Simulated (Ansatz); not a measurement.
# ZnSe (Stilleite, F-43m): zone-centre modes under pressure, part 2 of 3

Aim: how do the optical modes of ZnSe (Stilleite, F-43m) move with volume?

Ansatz 0.2.0; DFT LDA, scalar-relativistic, plane waves, PAW; PAW set soft_1.

So far. Step 3 (Tight relaxation): The forces vanish by symmetry and the pressure is -0.002 GPa, within the tolerances set. The cell now holds 21.57 Å³/atom.

### 4. Zone-centre response at rest

The modes at rest are the reference of the series, and the response to a field gives the dielectric tensor and the Born charges.

input.yaml

```yaml
crystal:
  lattice:
    - [0.0, 2.7836754274, 2.7836754274]
    - [2.7836754274, 0.0, 2.7836754274]
    - [2.7836754274, 2.7836754274, 0.0]
  atoms:
    - { symbol: Zn, position: [0.0, 0.0, 0.0] }
    - { symbol: Se, position: [0.75, 0.75, 0.75] }
kpoints:
  mp_grid: { grid: [12, 12, 12] }
hamiltonian:
  xc: lda
  pseudopotentials: { kind: paw, azcp: { folder: soft_1 }, xc_functional: pbe }
scf:
  occupations: { method: fixed }
output:
  eigenvalues: true
phonons:
  method: dfpt
  dielectric: true
  rigid_motions: translations
  raman: true
```

The run is started by

```sh
> ansatz run input.yaml --threads 4 --pin off --max-ram 10240MiB --backend cpu --events-out ev --progress --plain --runs-dir out
```

Numbers of over 12 decimals in the logs are rounded to 6 here.

The log of the run:

```text
[...]
Crystal: 2 atoms, lattice volume = 43.141 Å³
Basis set: ecut = 420 eV, 869 PW (Γ), exchange–correlation on 54×54×54 points (8 copies of the dense FFT grid, shifted against one another)
Bands: 18, of which v1, the nominal top of the filled ones, is band 14 counted from 1 (13 counted from 0)
Symmetry: 24 space group operations
k-points: 280 of 1728 (irreducible under 4 space group operations, time reversal used)
[...]
SCF iter   1: F=—  HF=-8631.206150 eV  |F-HF|=—  |Δ(HF+E_count)|=         —  Δρ=5.96e-2  dr2=9.82e-1  ethr=3.10e-3  ⟨swp⟩=4.3  Hψ=24221  notcnv=0  defer=445
[...]
SCF iter  10: F=-8630.861499 eV  HF=-8630.861499 eV  |F-HF|=1.82e-12  |Δ(HF+E_count)|=  6.37e-11  Δρ=6.00e-8  dr2=5.17e-13  ethr=1.00e-12  ⟨swp⟩=8.0  Hψ=31783  notcnv=0
SCF 1 converged in 10 iterations: F = -8630.861499 eV  dr2 = 5.17e-13
[...]
NSCF: frozen V_eff on 1 k-points
DFPT response loops at Γ: preconditioner auto → none (the input reference at scf.mixing.eps_inf says where Resta's filter doesn't serve); β = 0.50; Broyden in place of MSR1
── the response to a field inside a basis, on 14×14×14 k-points: an SCF that follows is theirs, and a resumed run solves both again ──
Bands: 15, of which v1, the nominal top of the filled ones, is band 14 counted from 1 (13 counted from 0)
k-points: 280
[...]
Eigensolver: Dense (280 Hₖ)
SCF iter   1: F=—  HF=-8630.860056 eV  |F-HF|=—  |Δ(HF+E_count)|=         —  Δρ=1.40e-4  dr2=2.66e-6  ethr=1.00e-1
[...]
SCF iter   6: F=-8630.860054 eV  HF=-8630.860054 eV  |F-HF|=1.82e-12  |Δ(HF+E_count)|=  5.46e-11  Δρ=2.20e-7  dr2=7.85e-12  ethr=2.80e-12
SCF 1 converged in 6 iterations: F = -8630.860054 eV  dr2 = 7.85e-12
[...]
WARN: field response: ε∞ stands inside a basis, on 14×14×14 points; the force constants stand on the 12×12×12 k-mesh, whose period is 12.18 times the interband length at k = (0.0000, 0.0000, 0.0000), direct gap 1.247 eV, under 14: take them and everything formed from them as unconverged, and compare with a denser kpoints.mp_grid
SCF converged after 10 iterations
Free energy (F): -8630.861499 eV
[...]
Internal energy: -8630.861499 eV  (E = F + TS)
E sigma→0 (E₀):  -8630.861499 eV
Fermi energy:    6.957139 eV
[...]
--- Band table (eV; the first three rows and the last of 280) ---
  k-point 0: bands = [... 10 lower, 0.5018, 6.9571, 6.9571, 6.9571, 8.2039, 12.6539, 12.6539, 12.6539]
  k-point 1: bands = [... 10 lower, 0.5009, 6.1518, 6.8776, 6.8776, 8.8493, 12.5880, 12.7854, 12.7854]
  k-point 2: bands = [... 10 lower, 0.4996, 4.9175, 6.6758, 6.6758, 9.4944, 12.7575, 13.0855, 13.0855]
  k-point 279: bands = [... 10 lower, 0.8476, 1.9404, 3.9327, 3.9994, 12.3058, 12.6434, 13.8858, 14.5188]
--- Phonons (Γ-DFPT): 2 representative perturbations + reference, on 280 of 1728 k-points (Σ response iterations 7) ---
  k mesh reduced under 4 symmetry operations, with k and −k counted as one. Each operation leaves every solved perturbation unchanged. A smaller set is not considered because the run solves the response to a homogeneous field
  ASR residual: 4.241e-5 → 0.000e0 eV/Å²; symmetrization residual: 4.551e-6 eV/Å²
  ASR residual per site (eV/Å²): 2.48e-5 4.24e-5
  Γ frequencies (cm⁻¹): 0.00 0.00 0.00 217.80 217.80 217.80
  ε∞ (high-frequency dielectric tensor):
        7.507223     0.000000     0.000000
        0.000000     7.507223     0.000000
        0.000000     0.000000     7.507223
  ε⁰ (static dielectric tensor: ions relaxed, cell fixed):
       10.112377     0.000000    -0.000000
        0.000000    10.112377     0.000000
       -0.000000     0.000000    10.112377
  ε⁰ − ε∞ (ionic part):
        2.605154     0.000000    -0.000000
        0.000000     2.605154     0.000000
       -0.000000     0.000000     2.605154
  softest optical mode at Γ: 217.80 cm⁻¹; the repairs (sum rule, projections) moved no ω² at Γ by more than (0.51 cm⁻¹)²
  Born effective charges Z* (e; rows j = field, columns β = displacement):
    site 0:
         1.96856    0.00000   -0.00000
         0.00000    1.96856   -0.00000
         0.00000    0.00000    1.96856
    site 1:
        -1.96856   -0.00000    0.00000
        -0.00000   -1.96856    0.00000
        -0.00000   -0.00000   -1.96856
  Z* charge neutrality: 3.472e-4 e pre-enforcement
  solved inside a basis spanned on kpoints, on 14×14×14 k-points transformed towards the longest dipole: ε∞ is read to err by 2.0e-2, Z* by 1.7e-2 e (field_mesh: kpoints solves on kpoints); Z* is corrected for what the basis lacks
  Raman tensors (in the event stream and the table raman_tensors.tsv): an entry may err by 1.1e-2 Å², one of the second-order susceptibility by 6.0e-1 pm/V (basis, points and sum rule); their sum over the sites missed zero by 9.816e-6 Å² ahead of its enforcement
  optical modes at Γ without the LO–TO term, one row a degenerate level:
      ω (cm⁻¹)  modes    IR ((D/Å)²/amu)  static Raman (Å⁴/amu)  depolarisation
        217.80      3             7.4987                 2.1579           0.750
  optical modes at Γ + LO–TO along q̂ = [1.0000, 0.0000, 0.0000]:
      ω (cm⁻¹)  modes    IR ((D/Å)²/amu)  static Raman (Å⁴/amu)  depolarisation
        217.80      2             4.9992                 1.4386           0.750
        252.78      1             2.4996                18.0309           0.750
  optical modes at Γ + LO–TO along q̂ = [0.0000, 1.0000, 0.0000]:
      ω (cm⁻¹)  modes    IR ((D/Å)²/amu)  static Raman (Å⁴/amu)  depolarisation
        217.80      2             4.9992                 1.4386           0.750
        252.78      1             2.4996                18.0309           0.750
  optical modes at Γ + LO–TO along q̂ = [0.0000, 0.0000, 1.0000]:
      ω (cm⁻¹)  modes    IR ((D/Å)²/amu)  static Raman (Å⁴/amu)  depolarisation
        217.80      2             4.9992                 1.4386           0.750
        252.78      1             2.4996                18.0309           0.750
```

Elapsed: 4.9 min, on 4 threads of Intel Xeon at 2.70GHz, shared host; peak memory 2.2 GiB; 17 min of CPU time.

Numbers from this step:

```
sum-rule residual before enforcement                    : 4.24e-5 eV/Å²
miss of the charge sum rule                             : 3.47e-4 e
estimated error of the dielectric tensor                : 0.02002
estimated error of the Born charges                     : 0.01685 e
point group                                             : -43m
highest optical mode at the zone centre (no LO-TO term) : 217.8 cm⁻¹
lowest optical zone-centre mode                         : 217.8 cm⁻¹
mean high-frequency dielectric constant                 : 7.507
largest Born charge (third of the trace)                : 1.969 e
mean static dielectric constant                         : 10.11
top of the zone-centre spectrum with the field          : 252.8 cm⁻¹
```

Without the LO-TO term. Patterns of degenerate modes are one choice out of their space. Modes at Γ, with each element's share of the kinetic energy:

```
mode  frequency (cm⁻¹)  symmetry  Zn %  Se %
   1               0.0  acoustic    45    55
   2               0.0  acoustic    45    55
   3               0.0  acoustic    45    55
   4             217.8        T2    55    45
   5             217.8        T2    55    45
   6             217.8        T2    55    45
```

Displacements in mode 6 (217.8 cm⁻¹), the largest set to 1:
```
Zn1  0.00  0.00  1.00
Se2  0.00  0.00 -0.83
```

Optical modes at the zone centre, without and with the macroscopic field of the longitudinal modes; each column is sorted by frequency, so a row need not hold one and the same mode. Modes with and without the field, by row:

```
rank among optical modes  no field (cm⁻¹)  q along (1, 0, 0) (cm⁻¹)
                       1            217.8                     217.8
                       2            217.8                     217.8
                       3            217.8                     252.8
```

Born charge (rows field, columns displacement) (e), principal values of the symmetric part by kind of site:

```
atom  atoms with these values    low  middle   high   mean
 Zn1                        1   1.97    1.97   1.97   1.97
 Se2                        1  -1.97   -1.97  -1.97  -1.97
```

In full for Se2:

```
-1.97  0.00  0.00
 0.00 -1.97  0.00
 0.00  0.00 -1.97
```

High-frequency dielectric tensor:

```
7.51 0.00 0.00
0.00 7.51 0.00
0.00 0.00 7.51
```

Static dielectric tensor (ions relaxed, fixed cell):

```
10.11  0.00  0.00
 0.00 10.11  0.00
 0.00  0.00 10.11
```

Transverse modes. Infrared lines, with heights relative to the strongest:

```
position (cm⁻¹)  label  relative intensity
            218     T2                 100
```

Activity x (w_L - w)^4 (n + 1)/w, 532 nm, 300 K; the tensors are static ones, while 532 nm light lies above the computed direct gap, where resonance would change the heights; modes without the macroscopic field alone. Raman lines, with heights relative to the strongest:

```
position (cm⁻¹)  label  relative intensity
            218     T2                 100
```

Before it was imposed, the acoustic sum rule was missed by 4.2e-5 eV/Å² and the charge sum rule by 3.5e-4 e. Small misses are needed for a sound result but don't prove that mesh and cutoff are converged. The lowest optical mode is real, 218 cm⁻¹.

The log warns of the k mesh: “the force constants stand on the 12×12×12 k-mesh, whose period is 12.18 times the interband length at k = (0.0000, 0.0000, 0.0000), direct gap 1.247 eV, under 14: take them and everything formed from them as unconverged”. So the frequencies of this run count as unconverged too.

### 5. Ground state of a member: 1.06 times the volume at rest

The cell is set to 1.06 times the volume at rest; symmetry leaves nothing else free, so this is a single point.

input.yaml, the sections that differ from step 4:

```yaml
crystal:
  lattice:
    - [0.0, 2.8382711592, 2.8382711592]
    - [2.8382711592, 0.0, 2.8382711592]
    - [2.8382711592, 2.8382711592, 0.0]
  atoms:
    - { symbol: Zn, position: [0.0, 0.0, 0.0] }
    - { symbol: Se, position: [0.75, 0.75, 0.75] }
scf:
  occupations: { method: gaussian, width: 0.02 }
output:
  forces: true
  stress: true
  eigenvalues: true
# kpoints, hamiltonian: as in step 4
# phonons: removed
```

The log of the run:

```text
[...]
Crystal: 2 atoms, lattice volume = 45.729 Å³
Basis set: ecut = 420 eV, 893 PW (Γ)
Bands: 18, of which v1, the nominal top of the filled ones, is band 14 counted from 1 (13 counted from 0)
Symmetry: 24 space group operations
[...]
k-points: 72 of 1728 (time reversal used)
[...]
SCF iter   1: F=—  HF=-8631.190832 eV  |F-HF|=—  |Δ(HF+E_count)|=         —  Δρ=5.90e-2  dr2=1.03e0  ethr=3.10e-3  ⟨swp⟩=6.1  Hψ=7026  notcnv=0
[...]
SCF iter   8: F=-8630.830281 eV  HF=-8630.830281 eV  |F-HF|=7.02e-9  |Δ(HF+E_count)|=   6.53e-8  Δρ=6.69e-6  dr2=1.06e-8  ethr=3.57e-10  ⟨swp⟩=4.6  Hψ=4453  notcnv=0
SCF 1 converged in 8 iterations: F = -8630.830281 eV  dr2 = 1.06e-8
[...]
SCF converged after 8 iterations
Free energy (F): -8630.830281 eV
[...]
Internal energy: -8630.830281 eV  (E = F + TS)
E sigma→0 (E₀):  -8630.830281 eV
Fermi energy:    6.657786 eV
[...]
--- Stress (GPa, compression-positive) ---
       -3.659449       0.000000       0.000000
        0.000000      -3.659449       0.000000
       -0.000000       0.000000      -3.659449
  P = ⅓ Tr σ = -3.6594 GPa (-36.594 kbar)
--- Band table (eV; the first three rows and the last of 72) ---
  k-point 0: bands = [... 10 lower, -0.1323, 6.1523, 6.1523, 6.1523, 7.1628, 11.8679, 11.8679, 11.8679]
  k-point 1: bands = [... 10 lower, -0.1331, 5.3511, 6.0811, 6.0811, 7.8275, 11.7826, 11.9891, 11.9891]
  k-point 2: bands = [... 10 lower, -0.1341, 4.1831, 5.8993, 5.8993, 8.4918, 11.8819, 12.2684, 12.2684]
  k-point 71: bands = [... 10 lower, 0.1644, 1.4255, 3.3731, 3.4777, 11.4981, 11.5677, 12.9478, 13.7179]
```

It took 2.1 s on 4 threads; peak memory 0.42 GiB; 6.9 s of CPU time.

Numbers from this step:

```yaml
pressure: -3.659 GPa
gap_on_the_k_mesh: 1.010 eV
volume_per_atom: 22.86 Å³
```

The forces vanish by symmetry, at a pressure of -3.66 GPa.

### 6. Modes of this member: 1.06 times the volume at rest

The zone-centre modes follow for 1.06 times the volume at rest, with the response to a field.

Changes to input.yaml since step 5:

```diff
@@ -14,6 +14,8 @@
 scf:
-  occupations: { method: gaussian, width: 0.02 }
+  occupations: { method: fixed }
 output:
-  forces: true
-  stress: true
   eigenvalues: true
+phonons:
+  method: dfpt
+  dielectric: true
+  rigid_motions: translations
```

The log of the run:

```text
[...]
Crystal: 2 atoms, lattice volume = 45.729 Å³
Basis set: ecut = 420 eV, 893 PW (Γ), exchange–correlation on 54×54×54 points (8 copies of the dense FFT grid, shifted against one another)
Bands: 18, of which v1, the nominal top of the filled ones, is band 14 counted from 1 (13 counted from 0)
Symmetry: 24 space group operations
k-points: 280 of 1728 (irreducible under 4 space group operations, time reversal used)
[...]
SCF iter   1: F=—  HF=-8631.190890 eV  |F-HF|=—  |Δ(HF+E_count)|=         —  Δρ=5.90e-2  dr2=1.03e0  ethr=3.10e-3  ⟨swp⟩=4.3  Hψ=24217  notcnv=0  defer=453
[...]
SCF iter   9: F=-8630.830282 eV  HF=-8630.830282 eV  |F-HF|=5.09e-11  |Δ(HF+E_count)|=   1.06e-9  Δρ=5.77e-7  dr2=8.42e-11  ethr=1.00e-12  ⟨swp⟩=7.9  Hψ=33795  notcnv=0
SCF 1 converged in 9 iterations: F = -8630.830282 eV  dr2 = 8.42e-11
[...]
Bands: 15, of which v1, the nominal top of the filled ones, is band 14 counted from 1 (13 counted from 0)
k-points: 280
[...]
Eigensolver: Dense (280 Hₖ)
SCF iter   1: F=—  HF=-8630.828740 eV  |F-HF|=—  |Δ(HF+E_count)|=         —  Δρ=1.17e-4  dr2=1.91e-6  ethr=1.00e-1
[...]
SCF iter   4: F=-8630.828738 eV  HF=-8630.828738 eV  |F-HF|=2.04e-8  |Δ(HF+E_count)|=   1.02e-6  Δρ=1.07e-5  dr2=2.90e-8  ethr=6.61e-9
SCF 1 converged in 4 iterations: F = -8630.828738 eV  dr2 = 2.90e-8
[...]
SCF converged after 9 iterations
Free energy (F): -8630.830282 eV
[...]
Internal energy: -8630.830282 eV  (E = F + TS)
E sigma→0 (E₀):  -8630.830282 eV
Fermi energy:    6.152317 eV
[...]
--- Band table (eV; the first three rows and the last of 280) ---
  k-point 0: bands = [... 10 lower, -0.1325, 6.1523, 6.1523, 6.1523, 7.1628, 11.8679, 11.8679, 11.8679]
  k-point 1: bands = [... 10 lower, -0.1333, 5.3511, 6.0810, 6.0810, 7.8275, 11.7826, 11.9891, 11.9891]
  k-point 2: bands = [... 10 lower, -0.1343, 4.1831, 5.8993, 5.8993, 8.4918, 11.8818, 12.2683, 12.2683]
  k-point 279: bands = [... 10 lower, 0.1642, 1.4255, 3.3731, 3.4777, 11.4981, 11.5677, 12.9478, 13.7178]
[...]
ASR residual: 5.512e-4 → 0.000e0 eV/Å²; symmetrization residual: 7.719e-6 eV/Å²
  ASR residual per site (eV/Å²): 5.51e-4 1.03e-4
  Γ frequencies (cm⁻¹): 0.00 0.00 0.00 196.80 196.80 196.80
  ε∞ (high-frequency dielectric tensor):
        7.722526     0.000000    -0.000000
        0.000000     7.722526     0.000000
       -0.000000     0.000000     7.722526
  ε⁰ (static dielectric tensor: ions relaxed, cell fixed):
       11.022152     0.000000     0.000000
        0.000000    11.022152     0.000000
        0.000000     0.000000    11.022152
  ε⁰ − ε∞ (ionic part):
        3.299626     0.000000     0.000000
        0.000000     3.299626    -0.000000
        0.000000    -0.000000     3.299626
[...]
Born effective charges Z* (e; rows j = field, columns β = displacement):
    site 0:
         2.06107    0.00000   -0.00000
         0.00000    2.06107   -0.00000
         0.00000   -0.00000    2.06107
    site 1:
        -2.06107   -0.00000    0.00000
        -0.00000   -2.06107    0.00000
        -0.00000    0.00000   -2.06107
  Z* charge neutrality: 3.614e-4 e pre-enforcement
[...]
optical modes at Γ without the LO–TO term, one row a degenerate level:
      ω (cm⁻¹)  modes    IR ((D/Å)²/amu)
        196.80      3             8.2201
  optical modes at Γ + LO–TO along q̂ = [1.0000, 0.0000, 0.0000]:
      ω (cm⁻¹)  modes    IR ((D/Å)²/amu)
        196.80      2             5.4800
        235.12      1             2.7400
  optical modes at Γ + LO–TO along q̂ = [0.0000, 1.0000, 0.0000]:
      ω (cm⁻¹)  modes    IR ((D/Å)²/amu)
        196.80      2             5.4800
        235.12      1             2.7400
  optical modes at Γ + LO–TO along q̂ = [0.0000, 0.0000, 1.0000]:
      ω (cm⁻¹)  modes    IR ((D/Å)²/amu)
        196.80      2             5.4800
        235.12      1             2.7400
```

Wall time 63 s (4 threads); peak memory 1.3 GiB.

This step gave:

| Item | Value |
| --- | --- |
| sum-rule residual before enforcement | 5.51e-4 eV/Å² |
| miss of the charge sum rule | 3.61e-4 e |
| estimated error of the dielectric tensor | 0.02078 |
| estimated error of the Born charges | 0.01681 e |
| highest optical mode at the zone centre (no LO-TO term) | 196.8 cm⁻¹ |
| lowest optical zone-centre mode | 196.8 cm⁻¹ |
| mean high-frequency dielectric constant | 7.723 |
| largest Born charge (third of the trace) | 2.061 e |
| mean static dielectric constant | 11.02 |
| top of the zone-centre spectrum with the field | 235.1 cm⁻¹ |

Without the LO-TO term. Patterns of degenerate modes are one choice out of their space. The modes at Γ (shares of kinetic energy by element, %):

```
mode  frequency (cm⁻¹)  symmetry  Zn %  Se %
   1               0.0  acoustic    45    55
   2               0.0  acoustic    45    55
   3               0.0  acoustic    45    55
   4             196.8        T2    55    45
   5             196.8        T2    55    45
   6             196.8        T2    55    45
```

Transverse modes. Lines of the infrared spectrum (strongest = 100):

```
position (cm⁻¹)  label  relative intensity
            197     T2                 100
```

The optical mode without the LO-TO term lies at 196.8 cm⁻¹.

The log warns of the k mesh: “the force constants stand on the 12×12×12 k-mesh, whose period is 11.46 times the interband length at k = (0.0000, 0.0000, 0.0000), direct gap 1.010 eV, under 14: take them and everything formed from them as unconverged”. So the frequencies of this run count as unconverged too.

### 7. Ground state of a member: 0.9 times the volume at rest

The cell is set to 0.9 times the volume at rest; symmetry leaves nothing else free, so this is a single point.

input.yaml, the sections that differ from step 6:

```yaml
crystal:
  lattice:
    - [0.0, 2.6876090753, 2.6876090753]
    - [2.6876090753, 0.0, 2.6876090753]
    - [2.6876090753, 2.6876090753, 0.0]
  atoms:
    - { symbol: Zn, position: [0.0, 0.0, 0.0] }
    - { symbol: Se, position: [0.75, 0.75, 0.75] }
scf:
  occupations: { method: gaussian, width: 0.02 }
output:
  forces: true
  stress: true
  eigenvalues: true
# kpoints, hamiltonian: as in step 6
# phonons: removed
```

The log of the run:

```text
[...]
Crystal: 2 atoms, lattice volume = 38.827 Å³
Basis set: ecut = 420 eV, 749 PW (Γ)
Bands: 18, of which v1, the nominal top of the filled ones, is band 14 counted from 1 (13 counted from 0)
Symmetry: 24 space group operations
[...]
k-points: 72 of 1728 (time reversal used)
[...]
--- Band table (eV; the first three rows and the last of 72) ---
  k-point 0: bands = [... 10 lower, 1.7067, 8.5536, 8.5536, 8.5536, 10.2548, 14.1847, 14.1847, 14.1847]
  k-point 1: bands = [... 10 lower, 1.7054, 7.7283, 8.4566, 8.4566, 10.8677, 14.1641, 14.3372, 14.3372]
  k-point 2: bands = [... 10 lower, 1.7033, 6.3678, 8.2135, 8.2135, 11.4483, 14.4922, 14.6787, 14.6787]
  k-point 71: bands = [... 10 lower, 2.1575, 2.9709, 5.0204, 5.0471, 13.8896, 14.7176, 15.7051, 16.0870]
[key lines of the parts left out:]
SCF converged after 8 iterations
Free energy (F): -8630.744311 eV
Fermi energy:    9.404338 eV
P = ⅓ Tr σ = 9.5966 GPa (95.966 kbar)
```

Elapsed: 2.2 s, on 4 threads; peak memory 0.4 GiB; 7 s of CPU time.

This step gave:

| Quantity | Value |
| --- | --- |
| pressure | 9.597 GPa |
| gap on the k-mesh | 1.701 eV |
| volume per atom | 19.41 Å³ |

The forces vanish by symmetry, at a pressure of 9.60 GPa.

[end of part 2 of 3]

[Logs are printed without paths, hosts, clocks, repeated set-up lines and the standing remarks that a program may print on its own settings, such as how far it seeks lower states.]

[Hosts, paths, dates, database ids (printed as entryN), source tags and the programs' standing remarks are cut or masked in the printed files.]
